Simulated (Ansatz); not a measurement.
# CdWO4 (P2/c): spin-orbit coupling beyond the local functionals

Aim: the spin-orbit change of the gap of CdWO4 (P2/c).

Main program and level: Ansatz 0.2.0; density functionals with and without spin-orbit coupling, plane waves, PAW.

**The experiments to reproduce.**

- Gap 4.15 eV: direct gap from absorption edge with Urbach fit; optical absorption; 300 K; bulk crystal (thin cleaved platelet of Czochralski crystal, 10-30 um thick) (“Optical absorption of divalent metal tungstates: Correlation between the band-gap energy and the cation ionic radius”, 2008, arxiv:0807.2115).

### 1. Set-up

The structure is monoclinic, space group P2/c (No. 13). Conventional cell: a = 5.040 Å, b = 5.870 Å, c = 5.084 Å, α = 90.00°, β = 91.48°, γ = 90.00°. Nearest to Cd lie 6 O at 2.20 to 2.43 Å. Nearest to W lie 6 O at 1.78 to 2.15 Å. Nearest to O lie 2 W at 1.92 to 2.15 Å and 1 Cd at 2.20 Å. O has 1 W at 1.78 Å and 2 Cd at 2.28 to 2.43 Å nearest. Farther neighbours and most contacts between anions are not listed.

The cell and positions come from the Crystallography Open Database and are kept as given unless a step says otherwise. Spin-orbit coupling is left out unless a step names it. The default PAW set here is soft_2. Its files were made with PBE.

### 2. HSE06, 2×2×2 mesh

This step: DFT, HSE06, plane waves, PAW.

Input file input.yaml:

```yaml
crystal:
  lattice:
    - [5.04, 0.0, 0.0]
    - [0.0, 5.8701, 0.0]
    - [-0.1309573182, 0.0, 5.0824131071]
  atoms:
    - { symbol: Cd, position: [0.5, 0.69729, 0.25] }
    - { symbol: Cd, position: [0.5, 0.30271, 0.75] }
    - { symbol: W, position: [0.0, 0.17855, 0.25] }
    - { symbol: W, position: [0.0, 0.82145, 0.75] }
    - { symbol: O, position: [0.2018, 0.0955, 0.9504] }
    - { symbol: O, position: [0.7982, 0.0955, 0.5496] }
    - { symbol: O, position: [0.7982, 0.9045, 0.0496] }
    - { symbol: O, position: [0.2018, 0.9045, 0.4504] }
    - { symbol: O, position: [0.242, 0.3703, 0.3839] }
    - { symbol: O, position: [0.758, 0.3703, 0.1161] }
    - { symbol: O, position: [0.758, 0.6297, 0.6161] }
    - { symbol: O, position: [0.242, 0.6297, 0.8839] }
kpoints:
  mp_grid: { grid: [2, 2, 2] }
  band_path:
    path:
      - [0.0, 0.0, 0.0]
      - [0.0, 0.5, 0.0]
      - [0.0, 0.5, 0.5]
      - [0.0, 0.0, 0.5]
      - [-0.5, 0.0, 0.5]
      - [-0.5, 0.5, 0.5]
      - [-0.5, 0.5, 0.0]
      - [-0.5, 0.0, 0.0]
      - [0.1666666667, -0.5, -0.5]
      - [0.0, -0.5, 0.1666666667]
    npoints: 1
hamiltonian:
  xc: hse06
scf:
  occupations: { method: fixed }
  n_extra_bands: 8
output:
  eigenvalues: true
```

Command:

```
$ ansatz run input.yaml --threads 4 --pin off --max-ram 18432MiB --backend cpu --events-out ev --progress --plain --runs-dir out
```

Numbers of over 12 decimals in the logs are rounded to 6 here.

Log:

```text
scf.n_extra_bands = 8 over 58 filled bands (N_el = 116.0): the run solves 66 bands
exact exchange: scf.exx.singularity resolves to wigner_seitz, which cuts the screened interaction at the faces of the exchange supercell's Wigner-Seitz cell, so that each pair interacts once, at the shortest of its separations (the periodic images that this leaves out come, for a point-like exchange hole, to about 0.005 eV on a filled level). The cut falls within the interaction's reach, and what an exchange supercel [...]
Engine: ansatz 0.2.0, aarch64-unknown-linux-gnu
Pseudopotentials: kind: paw
Pseudopotential: Cd, paw, valence charge 20, recommended cutoff 420 eV (normal), Cd.paw.azcp
Pseudopotential: W, paw, valence charge 14, recommended cutoff 420 eV (normal), W.paw.azcp
Pseudopotential: O, paw, valence charge 6, recommended cutoff 420 eV (normal), O.paw.azcp
Functional definition: HSE06
  parameter a = 0.25
  parameter omega = 0.11/bohr
  exchange = pbe_x - a*pbe_x_sr(omega) + a*exact_x_sr(omega)
  correlation = pbe_c
davidson cushion auto → on  (no smearing: the cushion is to keep the highest requested band from converging to the state above it; pin scf.eigensolver.cushion to override)
Crystal: 12 atoms, lattice volume = 150.365 Å³
Basis set: ecut = 420 eV, 2943 PW (Γ)
Bands: 66, of which v1, the nominal top of the filled ones, is band 58 counted from 1 (57 counted from 0)
Symmetry: 4 space group operations
Space group: P2/c (ITA 13), of the structure as read, at distance tolerance 5.3e-5 Å
k-points: 8
Non-local potential: Cd, projectors of the file, l = 0: 3, l = 1: 2, l = 2: 2, l = 3: 1
Non-local potential: W, projectors of the file, l = 0: 3, l = 1: 2, l = 2: 2, l = 3: 1
Non-local potential: O, projectors of the file, l = 0: 2, l = 1: 2, l = 2: 1
PAW form: soft (Blöchl's): semilocal exchange-correlation on the pseudo side does not see the compensation charge
PAW frozen core: Cd, regenerated for the run's functional, and the local potential with it (the file was generated under x = pbe(κ = 0.804, μ = 0.219515), c = pbe(β = 0.066725))
PAW frozen core: W, regenerated for the run's functional, and the local potential with it (the file was generated under x = pbe(κ = 0.804, μ = 0.219515), c = pbe(β = 0.066725))
PAW frozen core: O, regenerated for the run's functional, and the local potential with it (the file was generated under x = pbe(κ = 0.804, μ = 0.219515), c = pbe(β = 0.066725))
PAW one-centre angular grid: Cd, 590 points (default); XC on 64 Gauss nodes
PAW one-centre angular grid: W, 590 points (default); XC on 64 Gauss nodes
PAW one-centre angular grid: O, 110 points (default); XC on 96 Gauss nodes
Initial density: superposition of atomic densities (neutral atoms: chi_scale 0, normalization atom), corrected by the library's trained network
[...]
Frozen-core exchange: fock
SCF iter   1: F=—  HF=-41827.669275 eV  |F-HF|=—  |Δ(HF+E_count)|=         —  Δρ=7.42e-5  dr2=4.86e-6  ethr=8.78e-7  ⟨swp⟩=3.9  Hψ=1202  notcnv=0
preconditioner: auto → none  [insulator: Δε(μ)=4.537 eV  Ē_g=12.858 eV  n_scr=40 (ndim 8)  ℏωp=27.8 eV  f_vac=0.062]
SCF iter   2: F=—  HF=-41827.669275 eV  |F-HF|=—  |Δ(HF+E_count)|=   4.89e-7  Δρ=3.99e-5  dr2=1.28e-6  ethr=2.98e-9  ⟨swp⟩=4.0  Hψ=1732  notcnv=0
SCF iter   3: F=—  HF=-41827.669279 eV  |F-HF|=—  |Δ(HF+E_count)|=   3.39e-6  Δρ=3.21e-5  dr2=1.52e-6  ethr=6.78e-10  ⟨swp⟩=5.0  Hψ=1605  notcnv=0  defer=7
iter 4 solved again at ethr=1.86e-11 eV; its pass at ethr=6.78e-10 eV (dr2=2.15e-8 eV) is discarded
SCF iter   4: F=-41827.669278 eV  HF=-41827.669278 eV  |F-HF|=2.07e-8  |Δ(HF+E_count)|=   3.57e-7  Δρ=4.50e-6  dr2=2.81e-8  ethr=1.86e-11  ⟨swp⟩=3.0  Hψ=2688  notcnv=0
SCF 3 converged in 4 iterations: F = -41827.669278 eV  dr2 = 2.81e-8
hybrid outer 2: dexx = +3.900e-6 eV, tail = 1.31e-7 eV, Δε = 3.03e-3 eV (about 8.94e-5 eV left of the loop's levels)
the search or the solves at the SCF's close seem to have found levels that the self-consistency loop had missed (the run counts 1). By its estimate they hold under 1e-12 electrons; where the run keeps them, the occupations were computed again with them
NSCF: frozen V_eff on 10 k-points
hybrid SCF converged: 2 outer / 11 inner (+5 warm-up), last move |dexx| = 3.90e-6 eV, tail = 1.31e-7 eV
Stability not checked: this state was not tested for a lower state beside it, because the functional holds exact exchange (a hybrid, or Hartree-Fock), whose exchange loop this test does not read (fock_operator; see scf.lower_state_search)
Free energy (F): -41827.669279 eV
Frozen-core exchange: fock
Harris-Foulkes:  -41827.669279 eV  (|F-HF|=2.07e-8)
Internal energy: -41827.669279 eV  (E = F + TS)
E sigma→0 (E₀):  -41827.669279 eV
Fermi energy:    8.019419 eV
--- Per-component energies (eV) ---
  E_band       = -1609.744046
  E_kinetic    = 3310.237348
  E_local      = -11307.990005  (includes V_loc(G=0)·N_el)
  E_nonlocal   = 446.361388
  E_hartree    = 4754.634161
  E_xc         = -1174.663296
  E_vxc        = -1321.422582  (∫ρ·V_xc dr)
  E_exx        = -412.221815  (= α·E_x^exact, valence–valence)
  E_paw        = -26452.360693  (= ΣΔE_a)
  E_vpaw       = -1421.768150  (= ΣTr[D̂ρ^β])
  E_aug_tail   = 0.019272  (compensation charges beyond the density's cutoff)
  E_ewald      = -10984.422672
  E_core_change = -7.262966  (= ΣΔE_core)
  E_smearing   = -0.000000  (= −TS)
  E_closure    = -0.000000  (closes the sum)
  Σ components = -41827.669279   (vs F -41827.669279, Δ=7.28e-12)
--- Band table (eV; the first three rows and the last of 8) ---
  k-point 0: bands = [... 54 lower, 7.3299, 7.4673, 7.6595, 7.7929, 12.9451, 13.3852, 13.3927, 13.5337, ... 4 higher]
  k-point 1: bands = [... 54 lower, 7.4503, 7.4503, 7.9123, 7.9123, 13.0570, 13.0570, 13.4400, 13.4400, ... 4 higher]
  k-point 2: bands = [... 54 lower, 7.1566, 7.2888, 7.3962, 8.0194, 12.5562, 13.4201, 13.5069, 13.7648, ... 4 higher]
  k-point 7: bands = [... 54 lower, 7.1645, 7.1645, 7.5570, 7.5570, 13.2467, 13.2467, 13.5805, 13.5805, ... 4 higher]
```

It took 51 s on 4 threads of Arm Neoverse V1, shared host; peak memory 1.6 GiB; 3 min of CPU time.

This step gave:

- gap: 4.497 eV
- valence top at: k = (0.167, -0.500, -0.500)
- conduction bottom at: k = (0.000, -0.500, 0.167)
- least direct gap: 4.537 eV
- exact-exchange fraction: 0.25

The gap is indirect, with the least direct gap 0.04 eV higher.

### 3. HSE06+SOC, 2×2×2 mesh

Spin-orbit coupling can split or shift the edges; a non-collinear run measures by how much.

This step: DFT, HSE06 with spin-orbit coupling, plane waves, PAW.

input.yaml, as its differences from that of step 2:

```diff
@@ -37,4 +37,11 @@
   occupations: { method: fixed }
-  n_extra_bands: 8
+  n_extra_bands: 16
+magnetization:
+  noncollinear: true
+  spin_orbit: true
 output:
   eigenvalues: true
+  write_density: true
+  write_potential: true
+  elf: true
+  volumetric_format: npy
```

Log:

```text
[...]
non-collinear run that drives no moment, with spin-orbit: no starting moment large enough to seed its density (crystal.atoms[].spin), no starting occupations that ask for one, no magnetisation constraint and no magnetic field, so the semilocal B_xc is pinned to zero
Crystal: 12 atoms, lattice volume = 150.365 Å³
Basis set: ecut = 420 eV, 2943 PW (Γ)
Bands: 132, of which v1, the nominal top of the filled ones, is band 116 counted from 1 (115 counted from 0)
Symmetry: 4 space group operations + 4 with time reversal
[...]
k-points: 8
Projection manifold: j_resolved (fully-relativistic pseudo-atomic orbitals)
[...]
SCF iter   1: F=—  HF=-41885.686428 eV  |F-HF|=—  |Δ(HF+E_count)|=         —  Δρ=1.32e-1  dr2=3.77e1  dr2_m=0.00e0 (ungated)  ethr=1.00e-1  |M|=0.00e0 ∫|m|=0.00e0 μB  |m|>n=0.0e0 m-floor=0.0e0 τ_xc=0.0e0  β_m=0.30  ⟨swp⟩=3.4  Hψ=3836  notcnv=0
[...]
SCF iter   7: F=-41875.229559 eV  HF=-41875.229526 eV  |F-HF|=3.32e-5  |Δ(HF+E_count)|=   2.22e-3  Δρ=4.42e-4  dr2=1.74e-4  dr2_m=0.00e0 (ungated)  ethr=3.00e-6  |M|=0.00e0 ∫|m|=0.00e0 μB  |m|>n=0.0e0 m-floor=0.0e0 τ_xc=0.0e0  ⟨swp⟩=3.0  Hψ=2403  notcnv=0
SCF 1 stopped early in 7 iterations: F = -41875.229559 eV  dr2 = 1.74e-4
[...]
Projection manifold: j_resolved (fully-relativistic pseudo-atomic orbitals)
[...]
Frozen-core exchange: fock
SCF iter   1: F=—  HF=-41838.171158 eV  |F-HF|=—  |Δ(HF+E_count)|=         —  Δρ=1.55e-2  dr2=5.96e-1  dr2_m=0.00e0 (ungated)  ethr=1.50e-6  |M|=0.00e0 ∫|m|=0.00e0 μB  |m|>n=0.0e0 m-floor=0.0e0 τ_xc=0.0e0  β_m=0.30  ⟨swp⟩=6.2  Hψ=5324  notcnv=0
[...]
SCF iter   6: F=-41838.076124 eV  HF=-41838.076142 eV  |F-HF|=1.89e-5  |Δ(HF+E_count)|=   8.04e-5  Δρ=1.30e-4  dr2=3.93e-5  dr2_m=0.00e0 (ungated)  ethr=3.12e-7  |M|=0.00e0 ∫|m|=0.00e0 μB  |m|>n=0.0e0 m-floor=0.0e0 τ_xc=0.0e0  ⟨swp⟩=3.0  Hψ=2616  notcnv=0
SCF 2 stopped early in 6 iterations: F = -41838.076124 eV  dr2 = 3.93e-5
[...]
hybrid outer 1: dexx = +5.986e-2 eV, tail = 1.78e-4 eV
Projection manifold: j_resolved (fully-relativistic pseudo-atomic orbitals)
[...]
Frozen-core exchange: fock
SCF iter   1: F=—  HF=-41838.075411 eV  |F-HF|=—  |Δ(HF+E_count)|=         —  Δρ=7.08e-5  dr2=6.58e-6  dr2_m=0.00e0 (ungated)  ethr=7.66e-7  |M|=0.00e0 ∫|m|=0.00e0 μB  |m|>n=0.0e0 m-floor=0.0e0 τ_xc=0.0e0  β_m=0.30  ⟨swp⟩=4.0  Hψ=2438  notcnv=0
[...]
SCF iter   4: F=-41838.075413 eV  HF=-41838.075413 eV  |F-HF|=1.57e-8  |Δ(HF+E_count)|=   2.22e-7  Δρ=4.22e-6  dr2=2.28e-8  dr2_m=0.00e0 (ungated)  ethr=1.67e-11  |M|=0.00e0 ∫|m|=0.00e0 μB  |m|>n=0.0e0 m-floor=0.0e0 τ_xc=0.0e0  ⟨swp⟩=3.0  Hψ=5292  notcnv=0
SCF 3 converged in 4 iterations: F = -41838.075413 eV  dr2 = 2.28e-8
[...]
NSCF: frozen V_eff on 10 k-points
[...]
Magnetization: |M| = 0.0000 μB,  M = (+0.0000, +0.0000, +0.0000) μB
Absolute magnetization: 0.0000 μB (∫|m|)
  site 0: m = (+0.0000, +0.0000, +0.0000) μB, |m| = 0.0000 μB  (R = 0.91 Å)
  site 1: m = (+0.0000, +0.0000, +0.0000) μB, |m| = 0.0000 μB  (R = 0.91 Å)
  site 2: m = (+0.0000, +0.0000, +0.0000) μB, |m| = 0.0000 μB  (R = 0.74 Å)
  site 3: m = (+0.0000, +0.0000, +0.0000) μB, |m| = 0.0000 μB  (R = 0.74 Å)
  site 4: m = (+0.0000, +0.0000, +0.0000) μB, |m| = 0.0000 μB  (R = 0.79 Å)
  site 5: m = (+0.0000, +0.0000, +0.0000) μB, |m| = 0.0000 μB  (R = 0.79 Å)
  site 6: m = (+0.0000, +0.0000, +0.0000) μB, |m| = 0.0000 μB  (R = 0.79 Å)
  site 7: m = (+0.0000, +0.0000, +0.0000) μB, |m| = 0.0000 μB  (R = 0.79 Å)
  site 8: m = (+0.0000, +0.0000, +0.0000) μB, |m| = 0.0000 μB  (R = 0.74 Å)
  site 9: m = (+0.0000, +0.0000, +0.0000) μB, |m| = 0.0000 μB  (R = 0.74 Å)
  site 10: m = (+0.0000, +0.0000, +0.0000) μB, |m| = 0.0000 μB  (R = 0.74 Å)
  site 11: m = (+0.0000, +0.0000, +0.0000) μB, |m| = 0.0000 μB  (R = 0.74 Å)
Free energy (F): -41838.075413 eV
Frozen-core exchange: fock
[...]
Internal energy: -41838.075413 eV  (E = F + TS)
E sigma→0 (E₀):  -41838.075413 eV
Fermi energy:    8.022623 eV
[...]
--- Band table (eV; the first three rows and the last of 8) ---
  k-point 0: bands = [... 112 lower, 7.6603, 7.6603, 7.7950, 7.7950, 12.9027, 12.9027, 13.3067, 13.3067, ... 12 higher]
  k-point 1: bands = [... 112 lower, 7.9161, 7.9161, 7.9161, 7.9161, 13.0157, 13.0157, 13.0157, 13.0157, ... 12 higher]
  k-point 2: bands = [... 112 lower, 7.3977, 7.3977, 8.0226, 8.0226, 12.5454, 12.5454, 13.3613, 13.3613, ... 12 higher]
  k-point 7: bands = [... 112 lower, 7.5635, 7.5635, 7.5635, 7.5635, 13.1522, 13.1522, 13.1522, 13.1522, ... 12 higher]
```

The job ended after 6.5 min (4 threads; peak memory 4.5 GiB; 19 min of CPU time).

Numbers from this step:

| Item | Value |
| --- | --- |
| gap | 4.479 eV |
| valence top at | k = (0.167, -0.500, -0.500) |
| conduction bottom at | k = (0.000, -0.500, 0.167) |
| least direct gap | 4.523 eV |
| exact-exchange fraction | 0.25 |

The gap stands −0.02 eV against HSE06.

### 4. Together

Times are wall times on 4 threads of Arm Neoverse V1, shared host, good to a factor of about two.

| level | gap (eV) | with coupling (eV) | change (eV) | time | with coupling |
| --- | --- | --- | --- | --- | --- |
| HSE06 | 4.50 | 4.48 | −0.02 | 51 s | 6.5 min |

### 5. Results

```yaml
hse06: 4.50 eV
hse06_soc: 4.48 eV
```

What this shows: Spin-orbit coupling changes the gap by −0.02 eV and the least direct gap by −0.01 eV. Against experiment, by HSE06+SOC: the direct gap of 4.52 eV lies +0.37 eV from the measured 4.15 eV (direct, 300 K, 2008). An exciton line or allowed optical edge lies below the quasiparticle gap by the binding energy; a forbidden edge can push the onset above it. The lattice is static and excitons are left out.

[Paths, hosts, dates, memory and timing lines, banners, echoed tables and standing remarks are left out of the program output.]

[Logs are printed without paths, hosts, clocks, repeated set-up lines and the standing remarks that a program may print on its own settings, such as how far it seeks lower states.]

[Runs of the session that timed out or met a known fault of the program may be left out.]

[Cells called generated may have been cut or substituted from an entry of the Crystallography Open Database or the Materials Project.]

[Hosts, paths, dates, database ids (printed as entryN), source tags and the programs' standing remarks are cut or masked in the printed files.]
